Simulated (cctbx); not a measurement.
# InH9Br3N3: precision against data quality

Space group P2_1/m (no. 11), a = 5.7430 Å, b = 10.6250 Å, c = 7.1730 Å, α = 90.00°, β = 94.46°, γ = 90.00°.

| atom | mult. | x | y | z | Ueq (Å²) |
| --- | --- | --- | --- | --- | --- |
| In1 | 2 | 0.5211 | 1/4 | 0.7864 | 0.0116 |
| Br1 | 4 | 0.7576 | 0.5772 | 0.3526 | 0.0147 |
| Br2 | 2 | 0.3143 | 1/4 | 0.0704 | 0.0082 |
| N1 | 4 | 0.2634 | 0.5939 | 0.1094 | 0.0200 |
| N2 | 2 | 0.6791 | 1/4 | 0.4990 | 0.0223 |
| H1 | 4 | 0.2435 | 0.6030 | 0.9685 | 0.0386 |
| H2 | 4 | 0.3223 | 0.5116 | 0.1617 | 0.0389 |
| H3 | 4 | 0.1074 | 0.6089 | 0.1408 | 0.0420 |
| H4 | 4 | 0.2198 | 0.6746 | 0.4944 | 0.0418 |
| H5 | 2 | 0.5461 | 1/4 | 0.3900 | 0.0383 |

The model is made up (kin elements in a known structure type, no relaxation), so it says nothing on whether the phase exists.

Five simulated data sets (cctbx; Mo Kα, λ = 0.71073 Å; 6 % proportional error) differ in resolution or exposure (noise floor 8 counts in the first three, 8 in the last two). Each is refined with the right model, isotropic at 1.1 Å and anisotropic otherwise. How do the figures of merit and the uncertainties move?

| d min (Å) | top counts | ⟨I/σ⟩ (unmerged, absences included) | unique | param. (scale apart) | Rint | R1 | GooF | largest s.u. xyz (fractional) | s.u. U of H1 (Å²) | largest error (Å) |
| --- | --- | --- | --- | --- | --- | --- | --- | --- | --- | --- |
| 1.1 | 70000 | 13.6 | 358 | 36 | 0.037 | 0.0201 | 1.35 | 0.01545 | 0.0142 | 0.1816 |
| 0.84 | 70000 | 12.9 | 803 | 55 | 0.040 | 0.0172 | 0.92 | 0.00942 | 0.0096 | 0.1170 |
| 0.6 | 70000 | 11.6 | 2163 | 55 | 0.039 | 0.0184 | 0.92 | 0.00721 | 0.0067 | 0.0751 |
| 0.75 | 300 | 1.3 | 1123 | 55 | 0.352 | 0.0955 | 0.92 | 0.16477 | 0.0909 | 0.7885 |
| 0.75 | 3000 | 5.5 | 1123 | 55 | 0.077 | 0.0350 | 0.91 | 0.03100 | 0.0301 | 0.3729 |

The number of reflections grows roughly as 1/d³: 358, 803 and 2163 here. R1 follows the noise rather than the truth: at 300 counts it is 0.0955, at 3000 counts 0.0350, while GooF is 0.92 and 0.91: the weights 1/σ² carry the noise. The s.u. of U (U11 where anisotropic) for H1 goes 0.0142, 0.0096, 0.0067 Å² with resolution and 0.0909, 0.0301 Å² with exposure.

The 1.1 Å row also differs in its displacement model, so it isn't a clean test of resolution.

Hardware for the 0.6 Å refinement: 0.6 s on 1 thread of Arm Neoverse V2, on a shared host, peak memory 0.09 GiB.
